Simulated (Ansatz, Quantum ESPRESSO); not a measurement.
## Pm3Si (Pm-3m): zone-centre phonons

Which modes does Pm3Si (Pm-3m) have at the zone centre?

Main program and level: Quantum ESPRESSO 7.5; DFT PBEsol, scalar-relativistic, plane waves, PseudoDojo norm-conserving, 4f in core pseudopotentials.

## 1. Starting point

The structure is cubic, space group Pm-3m (No. 221). Conventional cell: a = 4.739 Å, b = 4.739 Å, c = 4.739 Å, α = 90.00°, β = 90.00°, γ = 90.00°. Pm has 4 Si at 3.35 Å and 8 Pm at 3.35 Å nearest. Nearest to Si lie 12 Pm at 3.35 Å. Farther neighbours are not listed.

## 2. A first look

A cheap run with smearing and empty bands tells whether the crystal has a gap, which decides between fixed occupations and smearing later on.

probe.in

```
&CONTROL
  calculation = 'scf'
  prefix      = 'x'
  outdir      = './tmp'
  pseudo_dir  = './pseudo'
  tprnfor     = .true.
  tstress     = .true.
  verbosity   = 'high'
/
&SYSTEM
  ibrav       = 1
  celldm(1)   = 8.95589878
  nat         = 4
  ntyp        = 2
  ecutwfc     = 44.0
  input_dft   = 'pbesol'
  occupations = 'smearing'
  smearing    = 'gaussian'
  degauss     = 0.01
/
&ELECTRONS
  conv_thr         = 1.0d-07
  mixing_beta      = 0.7
  electron_maxstep = 100
/
ATOMIC_SPECIES
 Pm    144.9128  Pm.upf
 Si     28.0850  Si.upf
ATOMIC_POSITIONS crystal
 Pm     0.000000000   0.500000000   0.500000000
 Pm     0.500000000   0.000000000   0.500000000
 Pm     0.500000000   0.500000000   0.000000000
 Si     0.000000000   0.000000000   0.000000000
K_POINTS automatic
 4 4 4 0 0 0
```

On the command line:

```sh
> OMP_NUM_THREADS=1 mpirun -n 4 pw.x -nk 4 -in probe.in > probe.out
```

Output:

```text
[banners, grids, parts of the stress and lines that vanish by symmetry left out]
Program PWSCF v.7.5
     IMPORTANT: XC functional enforced from input :
     Exchange-correlation= PBESOL
                           (   1   4  10   8   0   0   0)
[...]
kinetic-energy cutoff     =      44.0000  Ry
     charge density cutoff     =     176.0000  Ry
     scf convergence threshold =      1.0E-07
[...]
Exchange-correlation= PBESOL
                           (   1   4  10   8   0   0   0)
[...]
48 Sym. Ops., with inversion, found
[...]
(     0          1          0      )
                  (     0          0          1      )
[...]
(  0.0000000  1.0000000  0.0000000 )
                  (  0.0000000  0.0000000  1.0000000 )
[...]
(     0         -1          0      )
[...]
(     1          0          0      )
[...]
( -1.0000000  0.0000000  0.0000000 )
                  (  0.0000000  1.0000000  0.0000000 )
[...]
number of k points=    10  Gaussian smearing, width (Ry)=  0.0100
[...]
End of self-consistent calculation
[...]
the Fermi energy is    11.6286 ev
!    total energy              =    -242.35932405 Ry
[...]
convergence has been achieved in   8 iterations
[...]
atom    1 type  1   force =     0.00000000    0.00000000    0.00000000
     atom    2 type  1   force =     0.00000000    0.00000000    0.00000000
     atom    3 type  1   force =     0.00000000    0.00000000    0.00000000
     atom    4 type  2   force =     0.00000000    0.00000000    0.00000000
[...]
Total force =     0.000000     Total SCF correction =     0.000000
[...]
total   stress  (Ry/bohr**3)                   (kbar)     P=      -26.72
[...]
XML data file, charge density, pseudopotentials, collected wavefunctions

   JOB DONE.
```

Wall time 4.1 s (4 MPI ranks of Arm Neoverse V2, shared host).

Read from the output:

```yaml
volume_per_atom: 26.61 Å³
pressure: -2.672 GPa
gap_on_the_k_mesh: 0 eV
```

No gap opens on this mesh, so smearing is kept; the start stands at -2.7 GPa.

## 3. Relaxation

The harmonic expansion starts where the forces on the atoms vanish, and stress shifts the frequencies, so cell and atoms are relaxed with tight thresholds.

relax.in

```
&CONTROL
  calculation   = 'vc-relax'
  prefix        = 'x'
  outdir        = './tmp'
  pseudo_dir    = './pseudo'
  tprnfor       = .true.
  tstress       = .true.
  forc_conv_thr = 2.0d-05
  etot_conv_thr = 1.0d-07
  nstep         = 40
/
&SYSTEM
  ibrav       = 1
  celldm(1)   = 8.95589878
  nat         = 4
  ntyp        = 2
  ecutwfc     = 44.0
  input_dft   = 'pbesol'
  occupations = 'smearing'
  smearing    = 'mv'
  degauss     = 0.02
/
&ELECTRONS
  conv_thr         = 1.0d-11
  mixing_beta      = 0.7
  electron_maxstep = 100
/
&IONS
/
&CELL
  press_conv_thr = 0.1
/
ATOMIC_SPECIES
 Pm    144.9128  Pm.upf
 Si     28.0850  Si.upf
ATOMIC_POSITIONS crystal
 Pm     0.000000000   0.500000000   0.500000000
 Pm     0.500000000   0.000000000   0.500000000
 Pm     0.500000000   0.500000000   0.000000000
 Si     0.000000000   0.000000000   0.000000000
K_POINTS automatic
 8 8 8 0 0 0
```

On the command line:

```sh
> OMP_NUM_THREADS=1 mpirun -n 4 pw.x -nk 4 -in relax.in > relax.out
```

Output:

```text
[banners, grids, parts of the stress and lines that vanish by symmetry left out]
[banner, memory and clock lines left out]
Program PWSCF v.7.5

[...]
Exchange-correlation= PBESOL
                           (   1   4  10   8   0   0   0)
[...]
kinetic-energy cutoff     =      44.0000  Ry
     charge density cutoff     =     176.0000  Ry
     scf convergence threshold =      1.0E-11
[...]
energy convergence thresh.=      1.0E-07
     force convergence thresh. =      2.0E-05
     press convergence thresh. =      1.0E-01
     Exchange-correlation= PBESOL
                           (   1   4  10   8   0   0   0)
[...]
48 Sym. Ops., with inversion, found
[...]
number of k points=    35  Marzari-Vanderbilt smearing, width (Ry)=  0.0200
[...]
End of self-consistent calculation
[...]
the Fermi energy is    11.6439 ev
!    total energy              =    -242.36327761 Ry
[...]
convergence has been achieved in  11 iterations
[...]
atom    1 type  1   force =     0.00000000    0.00000000    0.00000000
     atom    2 type  1   force =     0.00000000    0.00000000    0.00000000
     atom    3 type  1   force =     0.00000000    0.00000000    0.00000000
     atom    4 type  2   force =     0.00000000    0.00000000    0.00000000
     Total force =     0.000000     Total SCF correction =     0.000000
[...]
total   stress  (Ry/bohr**3)                   (kbar)     P=      -27.28
[...]
number of bfgs steps    =   0
[...]
CELL_PARAMETERS (alat=  8.95589878)
[...]
ATOMIC_POSITIONS (crystal)
Pm               0.0000000000        0.5000000000        0.5000000000
Pm               0.5000000000        0.0000000000        0.5000000000
Pm               0.5000000000        0.5000000000        0.0000000000
Si               0.0000000000        0.0000000000        0.0000000000
[...]
New effective cutoffs (rho, wfc):  177.36   44.41
[...]
End of self-consistent calculation
[...]
the Fermi energy is    11.8320 ev
!    total energy              =    -242.36488919 Ry
[...]
convergence has been achieved in   9 iterations
[...]
atom    1 type  1   force =     0.00000000    0.00000000    0.00000000
     atom    2 type  1   force =     0.00000000    0.00000000    0.00000000
     atom    3 type  1   force =     0.00000000    0.00000000    0.00000000
     atom    4 type  2   force =     0.00000000    0.00000000    0.00000000
     Total force =     0.000000     Total SCF correction =     0.000000
[...]
total   stress  (Ry/bohr**3)                   (kbar)     P=      -20.33
[...]
number of bfgs steps    =   1
[...]
CELL_PARAMETERS (alat=  8.95589878)
[...]
ATOMIC_POSITIONS (crystal)
[...]
New effective cutoffs (rho, wfc):  179.86   45.04
[...]
End of self-consistent calculation
[...]
the Fermi energy is    12.1201 ev
!    total energy              =    -242.36637327 Ry
[...]
convergence has been achieved in  11 iterations
[...]
atom    1 type  1   force =     0.00000000    0.00000000    0.00000000
     atom    2 type  1   force =     0.00000000    0.00000000    0.00000000
     atom    3 type  1   force =     0.00000000    0.00000000    0.00000000
     atom    4 type  2   force =     0.00000000    0.00000000    0.00000000
     Total force =     0.000000     Total SCF correction =     0.000000
[...]
total   stress  (Ry/bohr**3)                   (kbar)     P=       -9.10
[...]
number of bfgs steps    =   2
[...]
CELL_PARAMETERS (alat=  8.95589878)
[...]
ATOMIC_POSITIONS (crystal)
[...]
New effective cutoffs (rho, wfc):  181.87   45.54
[...]
End of self-consistent calculation
[...]
the Fermi energy is    12.3529 ev
!    total energy              =    -242.36671376 Ry
[...]
convergence has been achieved in  10 iterations
[...]
atom    1 type  1   force =     0.00000000    0.00000000    0.00000000
     atom    2 type  1   force =     0.00000000    0.00000000    0.00000000
[...]
Total force =     0.000000     Total SCF correction =     0.000000
[...]
total   stress  (Ry/bohr**3)                   (kbar)     P=        0.51
[...]
number of bfgs steps    =   3
[...]
CELL_PARAMETERS (alat=  8.95589878)
[...]
ATOMIC_POSITIONS (crystal)
[...]
New effective cutoffs (rho, wfc):  181.77   45.51
[...]
End of self-consistent calculation
[...]
the Fermi energy is    12.3406 ev
!    total energy              =    -242.36671479 Ry
[...]
convergence has been achieved in   7 iterations
[...]
Total force =     0.000000     Total SCF correction =     0.000000
[...]
total   stress  (Ry/bohr**3)                   (kbar)     P=       -0.01
[...]
number of bfgs steps    =   4
[...]
small trust_radius: resetting bfgs history
[...]
CELL_PARAMETERS (alat=  8.95589878)
[...]
ATOMIC_POSITIONS (crystal)
[...]
New effective cutoffs (rho, wfc):  181.77   45.51
[...]
End of self-consistent calculation
[...]
the Fermi energy is    12.3406 ev
!    total energy              =    -242.36671479 Ry
[...]
convergence has been achieved in   3 iterations
[...]
atom    1 type  1   force =     0.00000000    0.00000000    0.00000000
     atom    2 type  1   force =     0.00000000    0.00000000    0.00000000
     atom    3 type  1   force =     0.00000000    0.00000000    0.00000000
     atom    4 type  2   force =     0.00000000    0.00000000    0.00000000
     Total force =     0.000000     Total SCF correction =     0.000000
[...]
total   stress  (Ry/bohr**3)                   (kbar)     P=       -0.01
[...]
bfgs converged in   6 scf cycles and   5 bfgs steps
[...]
End of BFGS Geometry Optimization
     Final enthalpy           =    -242.3667147855 Ry
     File ./tmp/x.bfgs deleted, as requested
[...]
CELL_PARAMETERS (alat=  8.95589878)
[...]
ATOMIC_POSITIONS (crystal)
[...]
Pm               0.5000000000        0.5000000000        0.0000000000
Si               0.0000000000        0.0000000000        0.0000000000
[...]
Final scf calculation at the relaxed structure.
[...]
kinetic-energy cutoff     =      44.0000  Ry
     charge density cutoff     =     176.0000  Ry
     scf convergence threshold =      1.0E-13
[...]
press convergence thresh. =      1.0E-01
     Exchange-correlation= PBESOL
                           (   1   4  10   8   0   0   0)
[...]
48 Sym. Ops., with inversion, found
[...]
number of k points=    35  Marzari-Vanderbilt smearing, width (Ry)=  0.0200
[...]
c_bands:  1 eigenvalues not converged
[...]
End of self-consistent calculation
[...]
the Fermi energy is    12.3407 ev
!    total energy              =    -242.36665985 Ry
[...]
convergence has been achieved in  12 iterations
[...]
atom    1 type  1   force =     0.00000000    0.00000000    0.00000000
     atom    2 type  1   force =     0.00000000    0.00000000    0.00000000
     atom    3 type  1   force =     0.00000000    0.00000000    0.00000000
     atom    4 type  2   force =     0.00000000    0.00000000    0.00000000
     Total force =     0.000000     Total SCF correction =     0.000000
[...]
total   stress  (Ry/bohr**3)                   (kbar)     P=       -0.27
[...]
XML data file, charge density, pseudopotentials, collected wavefunctions
```

Run time: 71 s. Hardware: 4 MPI ranks.

Step by step:

| step | energy less that of the first step (eV) | largest force (eV/Å) | pressure (GPa) | volume (Å³) |
| --- | --- | --- | --- | --- |
| 1 | 0.0000 | 0.0000 | -2.73 | 106.45 |
| 2 | -0.0219 | 0.0000 | -2.03 | 104.97 |
| 3 | -0.0421 | 0.0000 | -0.91 | 102.79 |
| 4 | -0.0468 | 0.0000 | 0.05 | 101.08 |
| 5 | -0.0468 | 0.0000 | 0.00 | 101.17 |
| 6 | -0.0468 | 0.0000 | 0.00 | 101.17 |
| 7 | -0.0460 | 0.0000 | -0.03 | 101.17 |

```
conventional cell, symmetrised  before  after  change
                         a (Å)   4.739  4.660  -1.7 %
                         b (Å)   4.739  4.660  -1.7 %
                         c (Å)   4.739  4.660  -1.7 %
              volume (Å³/atom)   26.61  25.29  -5.0 %
```

Final coordinates:

```xyz
4
Lattice="4.6597 0.0000 0.0000 0.0000 4.6597 0.0000 0.0000 0.0000 4.6597" Properties=species:S:1:pos:R:3 pbc="T T T"
Pm    0.0000    2.3298    2.3298
Pm    2.3298    0.0000    2.3298
Pm    2.3298    2.3298    0.0000
Si    0.0000    0.0000    0.0000
```

The last row of the table of steps is pw.x's closing run on a basis chosen anew for the final cell, so its energy can jump.

Numbers from this step:

- volume per atom: 25.29 Å³
- pressure: -0.02700 GPa

The volume changes by -5.0 % from the cell with which this run began.

## 4. Self-consistent run for the response

The response is built on this ground state, so it is converged far tighter than an energy would need. Smearing stays on, as the first look found no gap above 0.3 eV.

scf.in

```
&CONTROL
  calculation = 'scf'
  prefix      = 'x'
  outdir      = './tmp'
  pseudo_dir  = './pseudo'
  tprnfor     = .true.
  tstress     = .true.
/
&SYSTEM
  ibrav       = 1
  celldm(1)   = 8.80551225
  nat         = 4
  ntyp        = 2
  ecutwfc     = 44.0
  input_dft   = 'pbesol'
  occupations = 'smearing'
  smearing    = 'mv'
  degauss     = 0.02
/
&ELECTRONS
  conv_thr         = 1.0d-12
  mixing_beta      = 0.7
  electron_maxstep = 100
/
ATOMIC_SPECIES
 Pm    144.9128  Pm.upf
 Si     28.0850  Si.upf
ATOMIC_POSITIONS crystal
 Pm     0.000000000   0.500000000   0.500000000
 Pm     0.500000000   0.000000000   0.500000000
 Pm     0.500000000   0.500000000   0.000000000
 Si     0.000000000   0.000000000   0.000000000
K_POINTS automatic
 8 8 8 0 0 0
```

On the command line:

```sh
> OMP_NUM_THREADS=1 mpirun -n 4 pw.x -nk 4 -in scf.in > scf.out
```

Output:

```text
[banners, grids, parts of the stress and lines that vanish by symmetry left out]
[banner, memory and clock lines left out]
Program PWSCF v.7.5

[...]
Exchange-correlation= PBESOL
                           (   1   4  10   8   0   0   0)
[...]
kinetic-energy cutoff     =      44.0000  Ry
     charge density cutoff     =     176.0000  Ry
     scf convergence threshold =      1.0E-12
[...]
Exchange-correlation= PBESOL
                           (   1   4  10   8   0   0   0)
[...]
48 Sym. Ops., with inversion, found
[...]
number of k points=    35  Marzari-Vanderbilt smearing, width (Ry)=  0.0200
[...]
End of self-consistent calculation
[...]
the Fermi energy is    12.3407 ev
!    total energy              =    -242.36665985 Ry
[...]
convergence has been achieved in  10 iterations
[...]
atom    1 type  1   force =     0.00000000    0.00000000    0.00000000
     atom    2 type  1   force =     0.00000000    0.00000000    0.00000000
     atom    3 type  1   force =     0.00000000    0.00000000    0.00000000
     atom    4 type  2   force =     0.00000000    0.00000000    0.00000000
     Total force =     0.000000     Total SCF correction =     0.000000
[...]
total   stress  (Ry/bohr**3)                   (kbar)     P=       -0.27
[...]
XML data file, charge density, pseudopotentials, collected wavefunctions
```

Wall time 13 s (4 MPI ranks); 50 s of CPU time.

The cell stands at -0.027 GPa, close enough for phonons.

[end of part 1 of 3]

[Host names and launcher messages were left out of these logs when they were recorded.]

[Logs are printed without paths, hosts, clocks, repeated set-up lines and the standing remarks that a program may print on its own settings, such as how far it seeks lower states.]

[Hosts, paths, dates, database ids (printed as entryN), source tags and the programs' standing remarks are cut or masked in the printed files.]
